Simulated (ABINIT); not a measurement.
# Calculated records

### ZnSe (Stilleite): one start, several treatments of the self-energy

The structure is cubic, space group F-43m (No. 216). Conventional cell: a = 5.668 Å, b = 5.668 Å, c = 5.668 Å, α = 90.00°, β = 90.00°, γ = 90.00°. Zn has 4 Se at 2.45 Å nearest. Nearest to Se lie 4 Zn at 2.45 Å. Farther neighbours, and contacts between anions beyond the nearest, are not listed.

```
Zn Se
1.0
     0.00000    2.83380    2.83380
     2.83380    0.00000    2.83380
     2.83380    2.83380    0.00000
Zn Se
1 1
Cartesian
  0.0000 0.0000 0.0000
  1.4169 1.4169 1.4169
```

| Quantity | Value |
| --- | --- |
| method | RPA screening on PBE, plane waves, norm-conserving pseudopotentials (and 3 further levels or steps) |
| program | ABINIT 10.8.3 |
| settings | cutoff 48 Ha, PseudoDojo scalar-relativistic 0.4 stringent, norm-conserving, potential set dojo-sr-pbe-0.4-stringent, ngkpt (4, 4, 4), nband 157, ecuteps 7 Ha, gwcalctyp 1, nfreqim 16, inclvkb 2, shiftk (0, 0, 0), symchi 1, awtr 1, frequency ac, 4×4×4 k-mesh |
| cost | 11 runs, 14 min in all on 8 MPI ranks of Arm Neoverse V2, shared host |
| notes | The cell and positions come from the Crystallography Open Database and are kept as given unless a step says otherwise. Limits: no spin-orbit coupling. The 4×4×4 mesh is coarse for this cell, which bears on the long-range parts of exchange and screening. |
| G0W0, Godby-Needs plasmon pole | 2.009 eV |
| G0W0, Hybertsen-Louie plasmon pole | 2.028 eV |
| G0W0, von der Linden-Horsch plasmon pole | 2.009 eV |
| G0W0, Engel-Farid plasmon pole | 1.934 eV |
| one-shot Hartree-Fock | 7.993 eV |
| G0W0, contour deformation | 1.973 eV |
| G0W0, analytic continuation | 1.814 eV |
| known limits | short of the basis limit; no spin-orbit coupling; coarse k mesh |

G0W0, Hybertsen-Louie plasmon pole: +0.019 eV against G0W0, Godby-Needs plasmon pole. G0W0, von der Linden-Horsch plasmon pole: no change against G0W0, Godby-Needs plasmon pole.

[Long decimals in the printed logs are rounded to 6 places.]

[Logs are printed without paths, hosts, clocks, repeated set-up lines and the standing remarks that a program may print on its own settings, such as how far it seeks lower states.]

[Paths, hosts, dates, memory and timing lines, banners, echoed tables and standing remarks are left out of the program output; an Ansatz launch command may be rebuilt from the run's recorded settings. Measured values are a selection of at most five: reports struck by readers or far from the other reports are left out. None is set beside runs whose start may be inverted or whose files or cutoffs have a known fault.]

[Runs of the session that timed out or met a known fault of the program may be left out.]

[Hosts, paths, dates, database ids (printed as entryN), source tags and the programs' standing remarks are cut or masked in the printed files.]

[G0W0 gaps are taken among the corrected bands and points alone; a level outside them can change the order at an edge.]

[Where Ansatz stands beside ABINIT at settings called matched, ABINIT's density can come from a denser mesh and the files from another edition; pairs whose starting gaps differed by over 0.03 eV were left out, so agreement reads better than it is.]
